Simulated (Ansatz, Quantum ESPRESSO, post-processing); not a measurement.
# In2O2, 1 layer in an electric field, part 2 of 2

How does In2O2, 1 layer respond to a gate-like field without added charge?

Quantum ESPRESSO 7.5; plane-wave DFT, vdW-DF-cx, GBRV ultrasoft pseudopotentials made under PBE; geometry and cross-check by Ansatz 0.2.0 with PAW datasets.

So far. Step 13 (Bands along a path: field 0.3 V/Å): Along this path the valence top lies at K and the conduction bottom at Γ. Step 14 (Valence density): The density integrates to 38.000 electrons, as the 38 of the input ask.

### Step 17. Polarisability from the dipole between 0 and 0.1 V/A

Read from the output:

- change of slope in the vacuum: 0.10000 eV/Å
- polarisability a cell: 4.563 Å³
- sheet polarisability 4πα/A: 5.569 Å

The change of the potential energy, second field less first by z:

```csv
z (Å),"change of the potential energy, second field less first (eV)"
0.0,-0.402
0.5,-0.755
1.0,-0.705
1.5,-0.655
2.0,-0.605
2.5,-0.555
3.0,-0.505
3.5,-0.455
4.0,-0.405
4.5,-0.355
5.0,-0.305
5.5,-0.255
6.0,-0.205
6.5,-0.156
7.0,-0.109
7.5,-0.0673
8.0,-0.0365
8.5,-0.0199
9.0,-0.0110
9.5,-0.00774
10.0,-0.00346
10.5,-3.8e-4
11.0,9.6e-5
11.5,0.00209
12.0,0.00635
12.5,0.00988
13.0,0.0161
13.5,0.0297
14.0,0.0554
14.5,0.0947
15.0,0.141
15.5,0.189
16.0,0.239
16.5,0.288
17.0,0.338
17.5,0.388
18.0,0.438
18.5,0.488
19.0,0.538
19.5,0.588
20.0,0.638
20.5,0.688
21.0,0.733
21.5,-0.0968
```

### Step 18. Dipole against field

Table of dipole along the normal, dipole moment by applied field:

```
applied field (V/Å)  dipole along the normal, dipole moment (e·Å)
              0.000                                             0
              0.100                                        0.0317
              0.200                                        0.0634
              0.300                                        0.0951
```

### Step 19. The same in Ansatz: field 0.1 V/Å

A second code with its own PAW datasets, on the same atoms.

Level of this step: plane-wave DFT, PBE, Ansatz PAW (Ansatz 0.2.0).

The input, input.yaml:

```yaml
crystal:
  lattice:
    - [3.4480411893, 0.0, 0.0]
    - [-1.7240205947, 2.9860912633, 0.0]
    - [0.0, 0.0, 21.6736373469]
  atoms:
    - { symbol: O, position: [0.3333333333, 0.6666666667, 0.3976711148] }
    - { symbol: In, position: [0.0, 0.0, 0.4340618612] }
    - { symbol: In, position: [0.0, 0.0, 0.5659379405] }
    - { symbol: O, position: [0.3333333333, 0.6666666667, 0.6023290835] }
kpoints:
  mp_grid: { grid: [12, 12, 1] }
hamiltonian:
  xc: pbe
scf:
  occupations: { method: fermi_dirac, width: 0.054 }
  convergence: { dr2_threshold: 1.0e-09 }
efield:
  axis: 3
  dipole_correction: true
  ramp_position: 0.97
  ramp_width: 0.04
  amplitude: 0.1
output:
  write_potential: true
  write_density: true
  volumetric_format: npy
```

On the command line:

```
$ ansatz run input.yaml --threads 4 --pin off --max-ram 8192MiB --backend cpu --events-out ev --progress --plain --runs-dir out
```

It took 2.9 s on 4 threads of Arm Neoverse V2, shared host; peak memory 0.47 GiB; 11 s of CPU time.

This step gave:

```
free energy             : -12329.9484 eV
energy at zero smearing : -12329.9480 eV
smearing term TS        : 8.10e-4 eV
Fermi energy            : -1.777 eV
gap by band count       : 0.3629 eV
dipole along the normal : 0.03154 e·Å
```

At 0.1 V/Å Ansatz's dipole is 0.0315 e Å against 0.0317 from pw.x, under another functional.

### Step 20. Cross-check with Ansatz: field -0.1 V/Å

input.yaml, as its differences from the input of step 19:

```diff
@@ -22,3 +22,3 @@
   ramp_width: 0.04
-  amplitude: 0.1
+  amplitude: -0.1
 output:
```

It took 2.9 s on 4 threads; peak memory 0.47 GiB; 11 s of CPU time.

This step gave:

* Fermi energy: -1.809 eV
* dipole along the normal: -0.03154 e·Å

### Step 21. Dipole against field, Ansatz

Dipole along the normal, dipole moment against applied field:

```csv
applied field (V/Å),"dipole along the normal, dipole moment (e·Å)"
-0.1000,-0.0315
0.0000,-1.8e-5
0.1000,0.0315
```

### Step 22. SCF with pw.x

Level of this step: plane-wave DFT, vdW-DF-cx, GBRV ultrasoft pseudopotentials made under PBE (Quantum ESPRESSO 7.5). input_dft overrides the functional of the files.

The input, f1.w0.in:

```
&control
  prefix = 'f1.w0'
  outdir = './out'
  pseudo_dir = './pseudo'
  calculation = 'scf'
  tprnfor = .true.
  tefield = .true.
  dipfield = .true.
/
&system
  ibrav = 0
  nat = 4
  ntyp = 2
  ecutwfc = 40
  ecutrho = 200
  input_dft = 'vdw-df-cx'
  occupations = 'smearing'
  smearing = 'fd'
  degauss = 0.004
  edir = 3
  emaxpos = 0.97
  eopreg = 0.01
  eamp = 0.00194469
/
&electrons
  conv_thr = 1e-09
  mixing_beta = 0.4
  electron_maxstep = 120
  mixing_mode = 'plain'
  diagonalization = 'ppcg'
/
ATOMIC_SPECIES
  O   15.9990  o_pbe_v1.2.uspp.F.UPF
  In  114.8180  in_pbe_v1.4.uspp.F.UPF
CELL_PARAMETERS angstrom
  3.44804118932824 0.00000000000000 0.00000000000000
  -1.72402059466412 2.98609126325336 0.00000000000000
  0.00000000000000 0.00000000000000 21.67363734690000
ATOMIC_POSITIONS crystal
  O   0.333333333333 0.666666666667 0.397671114817
  In  -0.000000000000 -0.000000000000 0.434061861208
  In  0.000000000000 -0.000000000000 0.565937940511
  O   0.333333333333 0.666666666667 0.602329083465
K_POINTS automatic
  12 12 1 0 0 0
```

On the command line:

```
$ OMP_NUM_THREADS=1 mpirun -n 4 pw.x -nk 4 -in f1.w0.in > f1.w0.out
```

It took 0.51 s on 4 MPI ranks; peak memory 0.11 GiB.

The input was rejected at the start.

The fault put into the input: an eigensolver that this release has dropped (electrons.diagonalization = "ppcg").

The message: “iosys (1): PPCG diagonalization not supported anymore (Dec. 2024)”. This release no longer has that solver; david, paro or rmm-davidson serve.

### Step 23. The arithmetic

α = Δp/E = (0.03169 − (0.00000)) e Å / 0.1 V/Å = 0.3169 e Å²/V; times e/(4πε₀) = 14.40 V Å this is 4.563 Å³. With A = 10.296 Å², 4πα/A = 5.569 Å.

### Step 24. Results

| Quantity | Value |
| --- | --- |
| polarisability along the normal, a cell | 4.56 Å³ |
| sheet polarisability 4πα/A | 5.57 Å |
| dipole without a field | 0 e·Å |
| Kohn-Sham ionisation potential, upper face | 6.59 eV |
| gap along the path at 0 V/Å | 0.34 eV |
| gap along the path at 0.2 V/Å | 0.34 eV |
| gap along the path at 0.3 V/Å | 0.35 eV |

In words: The sheet answers a field with a polarisability of 4.56 Å³ a cell, or 4πα/A = 5.57 Å (vdW-DF-cx, GBRV ultrasoft (made under PBE)). In pw.x the dipole follows the field linearly over the range tried. A perfect conductor 5.57 Å thick would screen alike; the outer atoms lie 4.44 Å apart. At 0.1 V/Å the sheet takes 0.557 eV off the potential drop. At 0.2 V/Å the gap along the path is unchanged within 0.01 eV. Quantum ESPRESSO and Ansatz give 4.563 and 4.542 Å³ for the polarisability (pw.x from 0 and 0.1 V/Å, Ansatz from ±0.1 V/Å, under PBE), which agree. The ions stay at their zero-field places, so this is the electrons' response alone. Semilocal gaps are too small, and in strong fields empty levels can belong to the vacuum. Spin-orbit coupling is left out; depending on the atoms that carry the levels of interest, it can split and shift them by tens to hundreds of meV.

[Logs are printed without paths, hosts, clocks, repeated set-up lines and the standing remarks that a program may print on its own settings, such as how far it seeks lower states.]

[Hosts, paths, dates, database ids (printed as entryN), source tags and the programs' standing remarks are cut or masked in the printed files.]

[Maps of the electrostatic potential energy from Ansatz leave out the sawtooth potential of an applied field or a dipole correction, so their vacuum need not be flat; planar profiles and work functions include it.]
